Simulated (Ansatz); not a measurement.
## Where Mg_i (7-fold void) puts its levels in the gap of Li6MgBr8 (Fm-3m)

Wanted: the transition levels of a self-interstitial in Li6MgBr8 (Fm-3m), from a cell of 60 host atoms with 1 Mg put in.

Calculated with Ansatz 0.2.0; place-levels on PBEsol runs: charge-transition levels and formation energies with image-charge correction and potential alignment at the atomic sites.

## Step 1: Starting point

The cell holds 61 atoms: 24 Li, 5 Mg and 32 Br. Its edges and angles: a = 10.847 Å, b = 10.847 Å, c = 10.847 Å, α = 90.0°, β = 90.0°, γ = 90.0°. It derives from Li6MgBr8 (space group Fm-3m). Nearest the centre at fractional (0.378, 0.622, 0.622): Mg61 at 0.00 Å, Br60 at 2.36 Å, Br52 at 2.36 Å, Br46 at 2.36 Å, Li2 at 2.37 Å, Li18 at 2.37 Å, Li12 at 2.37 Å, Br30 at 2.40 Å.

Known beforehand: the electronic dielectric constant, 3.52, and the static one, 11.03, from a response run on this crystal (DFPT, PBEsol) at that run's own cell.

The cell's shortest repeat is 10.8 Å.

## Step 2: What was run first

Levels follow from differences of total energies between charge states, each relaxed by itself.

Random displacements of about 0.05 Å break the site symmetry at the start, so that the relaxation can reach a distorted minimum if there is one. Forces are taken at one point at (¼, ¼, ¼). The cell holds 1 electron more than the neutral one, with a uniform background that keeps it neutral on the whole. The electron count is odd, so at least one spin is unpaired; this run locks the moment at 1 μB.

The sampling was tested on the host first: at the k-points planned (1x1x1 shifted 0.25 0.25 0.25) its energy lies 0.000 eV an atom from the dense-mesh value, under the bound of 0.02 eV set for this test; that bounds the host's error, not the defect's.

One state's input; the others differ in charge, spin, start and seed, and in occupations where the table says so.

Contents of qm1_M1.relax/input.yaml:

```yaml
crystal:
  lattice:
    - [10.84714592, 0.0, 0.0]
    - [0.0, 10.84714592, 0.0]
    - [0.0, 0.0, 10.84714592]
  atoms:
    - { symbol: Li, position: [0.25, 0.0, 0.25] }
    - { symbol: Li, position: [0.25, 0.5, 0.75] }
    - { symbol: Li, position: [0.75, 0.0, 0.75] }
    - { symbol: Li, position: [0.75, 0.5, 0.25] }
    - { symbol: Li, position: [0.0, 0.25, 0.25] }
    - { symbol: Li, position: [0.0, 0.75, 0.75] }
    - { symbol: Li, position: [0.5, 0.25, 0.75] }
    - { symbol: Li, position: [0.5, 0.75, 0.25] }
    - { symbol: Li, position: [0.0, 0.25, 0.75] }
    - { symbol: Li, position: [0.0, 0.75, 0.25] }
    - { symbol: Li, position: [0.5, 0.25, 0.25] }
    - { symbol: Li, position: [0.5, 0.75, 0.75] }
    - { symbol: Li, position: [0.25, 0.0, 0.75] }
    - { symbol: Li, position: [0.25, 0.5, 0.25] }
    - { symbol: Li, position: [0.75, 0.0, 0.25] }
    - { symbol: Li, position: [0.75, 0.5, 0.75] }
    - { symbol: Li, position: [0.25, 0.25, 0.0] }
    - { symbol: Li, position: [0.25, 0.75, 0.5] }
    - { symbol: Li, position: [0.75, 0.25, 0.5] }
    - { symbol: Li, position: [0.75, 0.75, 0.0] }
    - { symbol: Li, position: [0.25, 0.25, 0.5] }
    - { symbol: Li, position: [0.25, 0.75, 0.0] }
    - { symbol: Li, position: [0.75, 0.25, 0.0] }
    - { symbol: Li, position: [0.75, 0.75, 0.5] }
    - { symbol: Mg, position: [0.0, 0.0, 0.0] }
    - { symbol: Mg, position: [0.0, 0.5, 0.5] }
    - { symbol: Mg, position: [0.5, 0.0, 0.5] }
    - { symbol: Mg, position: [0.5, 0.5, 0.0] }
    - { symbol: Br, position: [0.25, 0.25, 0.25] }
    - { symbol: Br, position: [0.25, 0.75, 0.75] }
    - { symbol: Br, position: [0.75, 0.25, 0.75] }
    - { symbol: Br, position: [0.75, 0.75, 0.25] }
    - { symbol: Br, position: [0.25, 0.25, 0.75] }
    - { symbol: Br, position: [0.25, 0.75, 0.25] }
    - { symbol: Br, position: [0.75, 0.25, 0.25] }
    - { symbol: Br, position: [0.75, 0.75, 0.75] }
    - { symbol: Br, position: [0.0, 0.24494824, 0.0] }
    - { symbol: Br, position: [0.0, 0.74494824, 0.5] }
    - { symbol: Br, position: [0.5, 0.24494824, 0.5] }
    - { symbol: Br, position: [0.5, 0.74494824, 0.0] }
    - { symbol: Br, position: [0.25505176, 0.0, 0.5] }
    - { symbol: Br, position: [0.25505176, 0.5, 0.0] }
    - { symbol: Br, position: [0.75505176, 0.0, 0.0] }
    - { symbol: Br, position: [0.75505176, 0.5, 0.5] }
    - { symbol: Br, position: [0.24494824, 0.0, 0.0] }
    - { symbol: Br, position: [0.24494824, 0.5, 0.5] }
    - { symbol: Br, position: [0.74494824, 0.0, 0.5] }
    - { symbol: Br, position: [0.74494824, 0.5, 0.0] }
    - { symbol: Br, position: [0.0, 0.0, 0.75505176] }
    - { symbol: Br, position: [0.0, 0.5, 0.25505176] }
    - { symbol: Br, position: [0.5, 0.0, 0.25505176] }
    - { symbol: Br, position: [0.5, 0.5, 0.75505176] }
    - { symbol: Br, position: [0.0, 0.0, 0.24494824] }
    - { symbol: Br, position: [0.0, 0.5, 0.74494824] }
    - { symbol: Br, position: [0.5, 0.0, 0.74494824] }
    - { symbol: Br, position: [0.5, 0.5, 0.24494824] }
    - { symbol: Br, position: [0.0, 0.25505176, 0.5] }
    - { symbol: Br, position: [0.0, 0.75505176, 0.0] }
    - { symbol: Br, position: [0.5, 0.25505176, 0.0] }
    - { symbol: Br, position: [0.5, 0.75505176, 0.5] }
  supercell: [1, 1, 1]
  defects:
    - { interstitial: { symbol: Mg, position: [0.377889, 0.622111, 0.622111] } }
total_charge: -1
basis:
  ecutwfc: 420
  xc_grid: 2
hamiltonian:
  xc: pbesol
kpoints:
  mp_grid: { grid: [1, 1, 1], shift: [0.25, 0.25, 0.25] }
magnetization:
  spin_polarized: true
  initial_magnetization: 1
  spin_locking: { lock_magnetization: hard }
scf:
  occupations: { method: fixed }
  max_iter: 100
output:
  forces: true
  charged_corrections: { epsilon: 3.52, static_epsilon: 11.03 }
relax:
  f_tol: 0.02
  max_steps: 80
  random_displacement: { amplitude: 0.05, seed: 5909 }
checkpoint:
  write: "../qm1_M1.relax.run"
  compress: false
  write_wavefunctions: true
  write_every: 100000
```

Started as:

```
> ansatz run input.yaml --threads 4 --pin off --max-ram 7536MiB --backend cpu --events-out ev --progress --plain --runs-dir out
```

Defect states can disperse in a cell of this size, so the energy is taken again at a 2×2×2 shifted mesh, on the relaxed structure.

The run of this state that the levels use, under PBEsol:

Contents of qm1_M1.point/input.yaml:

```yaml
crystal:
  checkpoint: "../qm1_M1.relax.run"
  host: checkpoint
total_charge: -1
basis:
  ecutwfc: 420
  xc_grid: 2
hamiltonian:
  xc: pbesol
kpoints:
  mp_grid: { grid: [2, 2, 2], shift: [0.5, 0.5, 0.5] }
magnetization:
  spin_polarized: true
  initial_magnetization: 1
  spin_locking: { lock_magnetization: hard }
scf:
  occupations: { method: fermi_dirac, width: 0.01 }
  max_iter: 100
output:
  forces: true
  eigenvalues: true
  charged_corrections:
    epsilon: 3.52
    static_epsilon: 11.03
    defect_position: [0.377889, 0.622111, 0.622111]
  eigenstates: { localisation: true }
  populations: true
  efg: {}
  band_densities: [{ bands: [v1, v1] }, { bands: [c1, c1] }]
  write_density: true
  write_potential: true
  volumetric_format: npy
checkpoint:
  read: "../qm1_M1.relax.run"
  write: "../qm1_M1.point.run"
  compress: false
  write_wavefunctions: false
  write_every: 100000
```

Relaxations under PBEsol at one point at (¼, ¼, ¼); times on 4 threads of Arm Neoverse V1, shared host:

| charge | moment (μB) | occupations | outcome | steps | largest displacement against the far atoms (Å) | time |
| --- | --- | --- | --- | --- | --- | --- |
| −1 | 1 | fixed | converged | 16 | 1.60 | 7.6 min |
| 0 | 0 | fixed | converged | 15 | 2.27 | 2.7 min |
| +1 | 1 | fixed | converged | 32 | 3.84 | 12 min |
| +2 | 0 | fixed | converged | 20 | 2.28 | 3.4 min |

Single points under PBEsol at a 2×2×2 shifted mesh; times on 4 threads of Arm Neoverse V1, shared host:

| charge | moment (μB) | occupations | outcome | time |
| --- | --- | --- | --- | --- |
| −1 | 1 | fermi-dirac | converged | 3.9 min |
| 0 | 0 | fermi-dirac | converged | 99 s |
| +1 | 1 | fermi-dirac | converged | 4.1 min |
| +2 | 0 | fermi-dirac | converged | 99 s |

Distances (Å) from Mg61 to the nearest atoms after relaxation with PBEsol:

| charge | moment (μB) | 1. | 2. | 3. | 4. | 5. | 6. |
| --- | --- | --- | --- | --- | --- | --- | --- |
| −1 | 1 | Br 2.81 | Br 2.82 | Br 2.94 | Br 3.02 | Li 3.03 | Li 3.03 |
| 0 | 0 | Br 2.86 | Br 2.86 | Br 2.86 | Br 2.86 | Br 2.86 | Br 2.86 |
| +1 | 1 | Br 2.78 | Br 2.78 | Br 2.84 | Br 2.84 | Br 2.93 | Br 2.93 |
| +2 | 0 | Br 2.65 | Br 2.65 | Br 2.65 | Br 2.65 | Br 2.65 | Br 2.65 |

## Step 3: Placing the levels, PBEsol

A charged cell interacts with its images and the background, and its potential has another zero than the host's. place-levels removes the first by a point-charge model, screened by the static dielectric constant since the ions have relaxed around the charge, and the second by comparing potentials at atoms far from the defect.

The host is a run of the defect-free crystal in the same cutoffs, grids and k-points, so that basis and sampling errors cancel in part in the differences. Its band edges come from a run of the primitive cell that searches the zone for them. Chemical potentials are energies per atom of Mg (hcp), run with the same functional and cutoff.

Contents of levels.point.yaml:

```yaml
host:
  run: host.point.run
  levels_from: { run: edges.point.run }
states: [qm1_M1.point.run, q0.point.run, qp1_M1.point.run, qp2.point.run]
geometry_from:
  qm1_M1.point.run: qm1_M1.relax.run
  q0.point.run: q0.relax.run
  qp1_M1.point.run: qp1_M1.relax.run
  qp2.point.run: qp2.relax.run
  host.point.run: host.relax.run
chemical_potentials:
  Mg:
    energy: -1912.053531
    dataset: "<sha256 of the dataset>"
epsilon: 3.52
static_epsilon: 11.03
vertical:
  - { from: qm1_M1.point.run, to: qm1_M1.point_neutral.run }
  - { from: qp1_M1.point.run, to: qp1_M1.point_neutral.run }
  - { from: qp2.point.run, to: qp2.point_neutral.run }
```

Started as:

```
> ansatz place-levels levels.point.yaml -- --threads 4 --pin off --max-ram 7536MiB
```

Numbers of over 12 decimals in the logs are rounded to 6 here.

The program printed:

```text
[... repeated set-up lines and file paths are left out, and long positions are rounded to six places ...]
(+2/+1) 3.807 eV above the valence edge, 0.871 eV under the conduction edge
(+1/0) 3.999 eV above the valence edge, 0.679 eV under the conduction edge
(0/-1) 5.188 eV above the valence edge (+5.509 eV without the band-filling correction), in the conduction band
formation energy of charge +2: -4.727 eV with the Fermi level at the valence edge
formation energy of charge +1: -0.920 eV with the Fermi level at the valence edge
formation energy of charge 0: +3.079 eV with the Fermi level at the valence edge
formation energy of charge -1: +8.266 eV with the Fermi level at the valence edge
vertical -1 to 0: no energy, since no alignment is typed
  the change from vertical[0].from (qm1_M1.point.run) to vertical[0].to (qm1_M1.point_neutral.run): by its potential at epsilon 3.52 it stands at 0.469 0.570 0.570, with an rms radius of about 3.9 Å (2.1 2.4 2.4 Å across the planes of the cell's vectors); [...]
vertical +1 to 0: no energy, since no alignment is typed
  the change from vertical[1].from (qp1_M1.point.run) to vertical[1].to (qp1_M1.point_neutral.run): by its spins about the atoms it stands at 0.498 0.740 0.740, with an rms radius of about 2.7 Å (1.6 1.6 1.6 Å across the planes of the cell's vectors); [...]
vertical +2 to 0: no energy, since no alignment is typed
  the change from vertical[2].from (qp2.point.run) to vertical[2].to (qp2.point_neutral.run): by its potential at epsilon 3.52 it stands at 0.498 0.502 0.502, with an rms radius of about 4.3 Å (2.5 2.5 2.5 Å across the planes of the cell's vectors); [...]
  edges by pbesol of host.levels_from (edges.point.run), its mesh sampled to repeats of 38.35 Å (the valence edge +0.047 eV and the conduction edge -0.594 eV from those of the host's own run), gap 4.678 eV; the host is sampled to repeats of 30.68 Å
  the defect's cells are sampled to repeats of 30.68 Å, like sampling
  charge +2: -102101.7705 eV with its correction of +1.045 eV, at epsilon 11.03, aligned at sites: +0.1811 eV, mean over 29 atomic sites at or beyond 5.42 Å from the defect at [0.3779, 0.6221, 0.6221], with +0.006420 for the charge's moments and without [...]
  charge +1: -102095.5765 eV with its correction of +0.290 eV, at epsilon 11.03, aligned at sites: +0.1191 eV, mean over 29 atomic sites at or beyond 5.42 Å from the defect at [0.3779, 0.6221, 0.6221], with -0.004546 for the charge's moments and without [...]
  charge 0: +0.000 eV for its dipole among its images, +0.004 omitted
  charge -1: -102081.2950 eV with its correction of -0.062 eV, at epsilon 11.03, aligned at sites: +0.2329 eV, mean over 29 atomic sites at or beyond 5.42 Å from the defect at [0.3779, 0.6221, 0.6221], with +0.000000 for the charge's moments and without [...]
  of states[3] (qp2.point.run): it parts from the run at its places by a charge that spreads by about 2.5 Å along one vector (1.9 Å or more is wide), by its potential at epsilon 3.52, taken for that of held ions (one typed too small widens it), where the cell [...]
  of states[2] (qp1_M1.point.run): its alignment with the host at atomic sites is doubtful: a part of the defect, Li at [0.4976, 0.9945, 0.9944], stands 5.86 Å off the defect's place or the host's site by it, at or past 3.23 Å (0.6 of the 5.42 Å from which on [...]
  of states[0] (qm1_M1.point.run): it parts from the run at its places by a charge that spreads by about 2.4 Å along one vector (1.9 Å or more is wide), by its potential at epsilon 3.52, taken for that of held ions (one typed too small widens it), where the [...]
  of vertical[0].from (qm1_M1.point.run): it parts from the run at its places by a charge that spreads by about 2.4 Å along one vector (1.9 Å or more is wide), by its potential at epsilon 3.52, taken for that of held ions (one typed too small widens it), [...]
  of vertical[2].from (qp2.point.run): it parts from the run at its places by a charge that spreads by about 2.5 Å along one vector (1.9 Å or more is wide), by its potential at epsilon 3.52, taken for that of held ions (one typed too small widens it), where [...]
```

It took 0.51 s on 4 threads of Arm Neoverse V1, shared host.

Levels between the charges placed, in eV above the valence top:

```
        gap (eV)  (+2/+1)  (+1/0)  (0/−1)
PBEsol      4.68     3.81    4.00    5.19
```

Corrections by state:

```csv
charge,moment (μB),image terms and alignment (eV),band filling (eV),ε used,"over the lowest of its charge, as the program ranks them, band filling apart (eV)"
+2,0.0,1.045,-,11.03,0.000
+1,1.0,0.290,-,11.03,0.000
0,0.0,0.000,-,-,0.000
−1,1.0,-0.062,-0.321,11.03,0.000
```

The charged structures listed were also run neutral, and place-levels reads from each pair, by the potential or the spins, how wide the charge is by which they differ; that can be the carrier of either run.

```csv
charge,rms radius (Å),spread where it is widest against the cell (Å),wide from (Å),reading
+2,4.3,2.50,1.88,wide
+1,2.7,1.57,1.88,narrow
−1,3.9,2.38,1.88,wide
```

The neutral runs of these pairs need not share the spin of the lowest neutral state, and very wide values only mean spread over the cell.

From the program's caveats on the states, each cut to its opening words:

- charge +2: it parts from the run at its places by a charge that spreads by about 2.5 Å along one vector (1.9 Å or more is wide), by its potential at epsilon 3.52, taken [...]
- charge +2: its alignment with the host at atomic sites is doubtful: the mean over the far sites moves by -0.1230 eV from their farther parts to their nearer, more than [...]
- charge +1 (1 μB): its alignment with the host at atomic sites is doubtful: a part of the defect, Li at [0.4976, 0.9945, 0.9944], stands 5.86 Å off the defect's place or the [...]
- charge +1 (1 μB): its alignment with the host at atomic sites is doubtful: the mean over the far sites moves by +0.0608 eV from their farther parts to their nearer, more than [...]
- charge +1 (1 μB): the far atoms show a dipole or second moment of the defect's charge, for which the correction takes or leaves out 0.118 eV: further moments aren't read, and [...]
- charge −1 (1 μB): it parts from the run at its places by a charge that spreads by about 2.4 Å along one vector (1.9 Å or more is wide), by its potential at epsilon 3.52, taken [...]
- charge −1 (1 μB): a band-filling correction moves a carrier to the host's band edge, which changes its energy by -0.321 eV

Chemical potentials of the elements' reference phases, run alike. Formation energies (elemental references), with the Fermi level at the valence top and at the conduction bottom (gap 4.68 eV):

```
charge  at valence top (eV)  at conduction bottom (eV)  correction included (eV)
    +2                -4.73                       4.63                      1.05
    +1                -0.92                       3.76                      0.29
     0                 3.08                       3.08                      0.00
    −1                 8.27                       3.59                     -0.38
```

| Fermi level (eV) | lowest formation energy (eV) |
| --- | --- |
| 0.00 | -4.73 |
| 0.42 | -3.88 |
| 0.85 | -3.03 |
| 1.27 | -2.18 |
| 1.70 | -1.33 |
| 2.12 | -0.48 |
| 2.55 | 0.38 |
| 2.98 | 1.23 |
| 3.40 | 2.08 |
| 3.83 | 2.91 |
| 4.25 | 3.08 |
| 4.68 | 3.08 |

## Step 4: Effect of the sampling

The relaxations' own energies give the levels at their sampling, for comparison.

Contents of levels.relax_mesh.yaml:

```yaml
host:
  run: host.relax.run
  levels_from: { run: edges.relax.run }
states: [qm1_M1.relax.run, q0.relax.run, qp1_M1.relax.run, qp2.relax.run]
chemical_potentials:
  Mg:
    energy: -1912.053531
    dataset: "<sha256 of the dataset>"
```

Started as:

```
> ansatz place-levels levels.relax_mesh.yaml -- --threads 4 --pin off --max-ram 7536MiB
```

The program printed:

```text
(+2/+1) 3.803 eV above the valence edge, 0.874 eV under the conduction edge
(+1/0) 3.996 eV above the valence edge, 0.682 eV under the conduction edge
[...]
formation energy of charge +2: -4.728 eV with the Fermi level at the valence edge
formation energy of charge +1: -0.924 eV with the Fermi level at the valence edge
formation energy of charge 0: +3.071 eV with the Fermi level at the valence edge
formation energy of charge -1: +8.258 eV with the Fermi level at the valence edge
  edges by pbesol of host.levels_from (edges.relax.run), its mesh sampled to repeats of 38.35 Å (the valence edge +0.047 eV and the conduction edge -0.595 eV from those of the host's own run), gap 4.678 eV; the host is sampled to repeats of 15.34 Å
[... the lines on each state left out ...]
```

Run time: 0.17 s. Hardware: 4 threads.

Levels between neighbouring charges, in eV above the valence top:

|  | gap (eV) | (+2/+1) | (+1/0) | (0/−1) |
| --- | --- | --- | --- | --- |
| one point at (¼, ¼, ¼) | 4.68 | 3.80 | 4.00 | 5.19 |
| a 2×2×2 shifted mesh | 4.68 | 3.81 | 4.00 | 5.19 |

Going from one point at (¼, ¼, ¼) to a 2×2×2 shifted mesh moves the levels that carry no band-filling term by up to 0.00 eV and formation energies against the elements by up to 0.01 eV; band-filling terms, which differ between samplings, are in these energies.

## Step 5: Results

| Property | Result |
| --- | --- |
| gap of the host | 4.68 eV (PBEsol) |
| level (plus 2/plus 1) | 3.81 eV above the valence top |
| level (plus 1/0) | 4.00 eV above the valence top |
| level (0/minus 1) | 5.19 eV above the valence top, past the conduction bottom (5.51 eV above the valence top without the band-filling term) |
| lowest of the charges placed, just above the valence top (0.02 eV) | +2 |
| lowest of the charges placed, just below the conduction bottom (0.02 eV) | 0 |
| lowest formation energy at mid-gap of the charges run, elemental references | -0.05 eV |

**Reading.** Of the charges placed (−1, 0, +1 and +2), the lowest changes at 3.81 eV (+2/+1) and 4.00 eV (+1/0) above the valence top, in a gap of 4.68 eV. Charges above +2 were not placed, so these runs say nothing of levels that involve them. States placed: +2 at 0 μB; +1 at 1 μB; 0 at 0 μB; −1 at 1 μB. Other spin states or structures, where not listed, weren't placed. The program finds carriers beyond a band edge of the host and adds a band-filling term at charge −1 (-0.32 eV); steps to such a charge show no bound level, and a defect level inside a band would be read the same way. At charge −1, 0, +1 and +2 the atom put in ends up to 2.3 Å from its starting place, so the name tells the start alone and the levels can join different sites. Going from one point at (¼, ¼, ¼) to a 2×2×2 shifted mesh moves the levels that carry no band-filling term by up to 0.00 eV and formation energies against the elements by up to 0.01 eV; band-filling terms, which differ between samplings, are in these energies. The program doubts the alignment of potentials for at least one state, a sign that the cell is small. Keep in mind: PBEsol makes the gap too small and tends to spread out bound carriers.

[Logs are printed without paths, hosts, clocks, repeated set-up lines and the standing remarks that a program may print on its own settings, such as how far it seeks lower states.]

[Hosts, paths, dates, database ids (printed as entryN), source tags and the programs' standing remarks are cut or masked in the printed files.]

[Where a table of states has a column of steps, it counts the stored structures, which are thinned; the runs took as many ionic steps or more.]

[A defect's name tells the site on which it was built; relaxed atoms can leave that site.]

[For some hosts the program warned that the k-mesh of the response run may be too coarse for force constants and the static dielectric constant; such warnings are not shown here.]
